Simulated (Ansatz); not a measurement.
# Decaying states in the gap of KLi4Cl5, part 3 of 3

Wanted: the relaxed cell of KLi4Cl5, its band edges and its decay constants. It is built by putting Li for Na in the KNa4Cl5 structure of space group C2/m, with the volume rescaled by atomic radii. The parent structure comes from the Materials Project.

Ansatz 0.2.0; r2SCAN DFT, plane waves, PAW files (the session's first sound run).

So far, gap on path (eV): step 3 (the bulk crystal and its band edges) 6.15.

The structure was built from a prototype and need not be the compound's stable phase.

## (6) Band edges at another level, cutoff 420 eV

This step: LDA DFT, plane waves, PAW files (Ansatz 0.2.0).

The edges again with LDA, at the same atoms. Against that run the cutoff is 420 eV against 500.

Input file input.yaml:

```yaml
crystal:
  lattice:
    - [6.0901379348, -1.8419994461, -0.0068217785]
    - [6.0901379348, 1.8419994461, -0.0068217785]
    - [-4.4661047748, 0.0, 9.0292840193]
  atoms:
    - { symbol: K, position: [0.0, 0.0, 0.0] }
    - { symbol: Li, position: [0.6007778978, 0.6007778978, 0.4033696708] }
    - { symbol: Li, position: [0.1698532999, 0.1698532999, 0.7388248305] }
    - { symbol: Li, position: [0.8301467001, 0.8301467001, 0.2611751695] }
    - { symbol: Li, position: [0.3992221022, 0.3992221022, 0.5966303292] }
    - { symbol: Cl, position: [0.2074486749, 0.2074486749, 0.3264624795] }
    - { symbol: Cl, position: [0.7925513251, 0.7925513251, 0.6735375205] }
    - { symbol: Cl, position: [0.3998449838, 0.3998449838, 0.15805422] }
    - { symbol: Cl, position: [0.0, 0.0, 0.5] }
    - { symbol: Cl, position: [0.6001550162, 0.6001550162, 0.84194578] }
kpoints:
  mp_grid: { grid: [6, 6, 4] }
  band_path: { path: [VBM, CBM], npoints: 30 }
scf:
  occupations: { method: fixed }
hamiltonian:
  xc: lda
output:
  eigenvalues: true
```

Launch:

```
$ ansatz run input.yaml --threads 2 --pin off --max-ram 4096MiB --backend cpu --events-out ev --progress --plain --runs-dir out
```

Numbers of over 12 decimals in the logs are rounded to 6 here.

Output:

```text
[...]
Crystal: 10 atoms, lattice volume = 202.469 Å³
Basis set: ecut = 420 eV, 3967 PW (Γ)
Bands: 38, of which v1, the nominal top of the filled ones, is band 28 counted from 1 (27 counted from 0)
Symmetry: 4 space group operations
[...]
k-points: 47 of 144
[...]
SCF iter   1: F=—  HF=-7541.636648 eV  |F-HF|=—  |Δ(HF+E_count)|=         —  Δρ=6.52e-3  dr2=7.33e-2  ethr=1.77e-3  ⟨swp⟩=5.4  Hψ=6288  notcnv=0  defer=365
[...]
SCF iter   6: F=-7541.596385 eV  HF=-7541.596385 eV  |F-HF|=1.23e-8  |Δ(HF+E_count)|=   7.45e-7  Δρ=5.50e-6  dr2=7.93e-8  ethr=1.79e-10  ⟨swp⟩=15.9  Hψ=10193  notcnv=0
SCF 1 converged in 6 iterations: F = -7541.596385 eV  dr2 = 7.93e-8
[...]
SCF converged after 6 iterations
Free energy (F): -7541.596385 eV
[...]
Internal energy: -7541.596385 eV  (E = F + TS)
E sigma→0 (E₀):  -7541.596385 eV
Fermi energy:    1.068053 eV
[...]
--- Band table (eV; the first three rows and the last of 47) ---
  k-point 0: bands = [... 24 lower, 0.8289, 0.9720, 1.0463, 1.0681, 6.1451, 7.8570, 7.9010, 8.4759, ... 6 higher]
  k-point 1: bands = [... 24 lower, 0.8285, 0.8453, 1.0086, 1.0272, 6.3583, 7.4373, 7.9941, 8.3330, ... 6 higher]
  k-point 2: bands = [... 24 lower, 0.8716, 0.9097, 0.9147, 0.9526, 6.6980, 7.0848, 7.9580, 8.1924, ... 6 higher]
  k-point 46: bands = [... 24 lower, 0.8266, 0.9421, 0.9847, 1.0435, 7.0025, 7.5709, 7.8006, 8.3469, ... 6 higher]
```

It took 31 s on 2 threads of Arm Neoverse V2, shared host; peak memory 0.58 GiB.

Numbers from this step:

- free energy: -7541.5964 eV
- Fermi energy: 1.068 eV
- gap on the k-mesh: 5.077 eV
- gap on path: 5.077 eV, by band count; negative where bands overlap
- direct gap on path: 5.077 eV

Levels at VBM (eV): -2.54, -2.15, -2.00, -1.80, -1.32, -1.15, -0.71, -0.55, -0.55, -0.45, -0.32, -0.24, -0.10, -0.02, 0.00, 5.08, 6.79, 6.83, 7.41, 7.56.

The searched edges give 5.08 eV, as on the mesh.

Between step 3 and this run (LDA and cutoff 420 eV) the value for the gap on path moves from 6.15 eV to 5.08 eV.

## (7) Complex bands at another level, cutoff 420 eV

This step: LDA DFT, plane waves, PAW files; complex bands by layer matching along the plane's normal (Ansatz 0.2.0).

The complex bands at that level, over its own gap, at (0, 0) and (0.5, 0).

Input file input.yaml:

```yaml
crystal:
  lattice:
    - [3.683998892, 0.0, 0.0]
    - [1.841999446, 6.090141755, 0.0]
    - [1.841999446, 1.613925769, 9.024275716]
  atoms:
    - { symbol: K, position: [0.0, 0.0, 0.0] }
    - { symbol: Li, position: [0.3992221022, 0.7981861248, 0.4033696708] }
    - { symbol: Li, position: [0.8301467001, 0.6008817693, 0.7388248305] }
    - { symbol: Li, position: [0.1698532999, 0.3991182307, 0.2611751695] }
    - { symbol: Li, position: [0.6007778978, 0.2018138752, 0.5966303292] }
    - { symbol: Cl, position: [0.7925513251, 0.0884348703, 0.3264624795] }
    - { symbol: Cl, position: [0.2074486749, 0.9115651297, 0.6735375205] }
    - { symbol: Cl, position: [0.6001550162, 0.6416357476, 0.15805422] }
    - { symbol: Cl, position: [0.0, 0.5, 0.5] }
    - { symbol: Cl, position: [0.3998449838, 0.3583642524, 0.84194578] }
kpoints:
  mp_grid: { grid: [8, 8, 8] }
scf:
  occupations: { method: fixed }
hamiltonian:
  xc: lda
output:
  eigenvalues: true
  transmission:
    leads: [[0, 0]]
    kpoints: [[0.0, 0.0], [0.5, 0.0]]
    e_range: [-1.0, 6.08]
    de: 0.12
```

Output:

```text
[...]
Crystal: 10 atoms, lattice volume = 202.469 Å³
Basis set: ecut = 420 eV, 3967 PW (Γ)
Bands: 38, of which v1, the nominal top of the filled ones, is band 28 counted from 1 (27 counted from 0)
Symmetry: 4 space group operations
[...]
k-points: 150 of 512
[...]
SCF iter   1: F=—  HF=-7541.636710 eV  |F-HF|=—  |Δ(HF+E_count)|=         —  Δρ=6.52e-3  dr2=7.34e-2  ethr=1.77e-3  ⟨swp⟩=5.3  Hψ=20024  notcnv=0  defer=1152
[...]
SCF iter   6: F=-7541.596508 eV  HF=-7541.596508 eV  |F-HF|=1.23e-8  |Δ(HF+E_count)|=   7.43e-7  Δρ=5.58e-6  dr2=8.07e-8  ethr=1.79e-10  ⟨swp⟩=16.1  Hψ=32542  notcnv=0
SCF 1 converged in 6 iterations: F = -7541.596508 eV  dr2 = 8.07e-8
[...]
transmission: 12 of 24 steps passed
transmission: 24 of 24 steps passed
SCF converged after 6 iterations
Free energy (F): -7541.596508 eV
[...]
Internal energy: -7541.596508 eV  (E = F + TS)
E sigma→0 (E₀):  -7541.596508 eV
Fermi energy:    1.068017 eV
[...]
--- Band table (eV; the first three rows and the last of 150) ---
  k-point 0: bands = [... 24 lower, 0.8289, 0.9720, 1.0463, 1.0680, 6.1451, 7.8570, 7.9010, 8.4758, ... 6 higher]
  k-point 1: bands = [... 24 lower, 0.8283, 0.9334, 1.0366, 1.0569, 6.2022, 7.6799, 7.9694, 8.4478, ... 6 higher]
  k-point 2: bands = [... 24 lower, 0.8285, 0.8452, 1.0085, 1.0271, 6.3583, 7.4373, 7.9941, 8.3330, ... 6 higher]
  k-point 149: bands = [... 24 lower, 0.4736, 0.5588, 0.6275, 0.9061, 7.5446, 7.9253, 8.6249, 8.7052, ... 6 higher]
--- Transmission ---
  basis      : 199 plane waves across, 12 finite elements along
  points     : 2, as listed
[...]
crystal 0  : Cl5K1Li4, at the sites [0, 0], period 9.0243 Å: whole cells are its period
[...]
channels       : 0.000000e0 a spin
[...]
slowest decay  : 0.3938 /Å at (0.0000, 0.0000)
```

It took 51 s on 2 threads; peak memory 0.94 GiB.

Numbers from this step:

```yaml
free_energy: -7541.5965 eV
level_to_which_the_leads_are_filled: 2.539 eV from the Fermi level
decay_constant_at_the_filling_level_zone_centre: 0.3938 Å⁻¹
decay_constant_at_the_filling_level_slowest_listed_point: 0.3938 Å⁻¹
```

K parallel (0, 0); values up to 1.5 1/Å, a degenerate pair printed once or twice; energies at which all values exceed this have no row. Im kz of the slowest decaying states against energy, zero at the highest filled level on the SCF mesh:

```
energy (eV)  decay 1 (Å⁻¹)  decay 2 (Å⁻¹)  decay 3 (Å⁻¹)  decay 4 (Å⁻¹)
      -1.00          0.288          0.504          0.774          0.816
      -0.76         0.0406          0.174          0.299          0.638
      -0.40          0.187          0.437          0.576           1.47
      -0.16         0.0545          0.466          0.592           1.45
      -0.04          0.103          0.589          0.598           1.45
       0.08          0.161          0.256          0.268          0.600
       0.44          0.267          0.508          0.577          0.581
       0.68          0.307          0.590          0.611          0.617
       1.04          0.346          0.644          0.652          0.672
       1.28          0.365          0.657          0.669          0.711
       1.52          0.378          0.657          0.676          0.683
       1.88          0.390          0.608          0.700          0.739
       2.12          0.394          0.595          0.708          0.755
       2.36          0.395          0.584          0.714          0.765
       2.72          0.390          0.567          0.720          0.771
       2.96          0.384          0.556          0.721          0.771
       3.20          0.374          0.543          0.721          0.768
       3.56          0.354          0.522          0.717          0.760
       3.80          0.336          0.506          0.712          0.753
       4.04          0.313          0.489          0.705          0.743
       4.40          0.266          0.460          0.691          0.726
       4.64          0.221          0.437          0.679          0.712
       5.00         0.0984          0.399          0.655          0.688
       5.24          0.370          0.635          0.669          0.810
       5.48          0.337          0.611          0.649          0.800
       5.84         0.0639          0.283          0.567          0.614
       6.08          0.247          0.529          0.587          0.772
```

K parallel (0.5, 0); values up to 1.5 1/Å, a degenerate pair printed once or twice; energies at which all values exceed this have no row. The Im kz of the slowest decaying states by energy, zero at the highest filled level on the SCF mesh:

```
energy (eV)  decay 1 (Å⁻¹)  decay 2 (Å⁻¹)  decay 3 (Å⁻¹)  decay 4 (Å⁻¹)
      -1.00          0.233          0.244          0.544           1.35
      -0.76          0.159          0.308          0.534           1.35
      -0.40         0.0546         0.0736          0.270          0.369
      -0.16         0.0672          0.314          0.360          0.578
      -0.04          0.323          0.349          0.414          0.614
       0.08          0.380          0.383          0.464          0.655
       0.44          0.452          0.460          0.531          0.763
       0.68          0.484          0.493          0.551          0.815
       1.04          0.519          0.531          0.569          0.870
       1.28          0.535          0.549          0.577          0.895
       1.52          0.548          0.563          0.584          0.914
       1.88          0.561          0.573          0.595          0.934
       2.12          0.567          0.574          0.603          0.942
       2.36          0.570          0.572          0.611          0.948
       2.72          0.565          0.572          0.619          0.955
       2.96          0.558          0.571          0.622          0.958
       3.20          0.550          0.568          0.625          0.962
       3.56          0.535          0.561          0.625          0.970
       3.80          0.523          0.555          0.622          0.963
       4.04          0.509          0.547          0.618          0.910
       4.40          0.485          0.533          0.608          0.829
       4.64          0.467          0.522          0.597          0.775
       5.00          0.434          0.505          0.576          0.689
       5.24          0.408          0.448          0.549          0.558
       5.48          0.377          0.402          0.535          0.562
       5.84          0.316          0.329          0.494          0.523
       6.08          0.254          0.270          0.460          0.495
```

At the listed wavevectors the last open channel is at -0.04 eV and the next at +5.12 eV on the grid. At +2.48 eV, the grid energy nearest the filling level (the middle of the gap on the SCF mesh), the slowest state at the listed wavevectors decays with κ = 0.394 Å⁻¹, its amplitude falling by e over 2.5 Å; the first such run, plane (001), gave 0.441 Å⁻¹.

## (8) Results

* band gap: 6.14 eV
* least decay constant at mid-gap, normal to (001): 0.441 Å⁻¹
* least decay constant on a mesh, normal to (001): 0.440 Å⁻¹
* least decay constant, LDA: 0.394 Å⁻¹

What this shows: With r2SCAN, the slowest decay at the wavevectors tried is κ = 0.441 Å⁻¹, normal to (001). Through such a film the transmission near mid-gap falls as exp(−2κd), a factor of ten every 2.6 Å. A free electron under a barrier of half the gap would need a mass of 0.24 mₑ to decay at this rate. With LDA the gap goes from 6.14 to 5.08 eV and the decay constant, over the first 2 listed wavevectors, from 0.441 to 0.394 Å⁻¹. The compound is made up by substitution; its stability against other phases and against distortions of the cell's symmetry was not tested. r2SCAN still narrows gaps, if less than LDA and GGA do, so real decay constants are likely larger.

[Logs are printed without paths, hosts, clocks, repeated set-up lines and the standing remarks that a program may print on its own settings, such as how far it seeks lower states.]

[Hosts, paths, dates, database ids (printed as entryN), source tags and the programs' standing remarks are cut or masked in the printed files.]
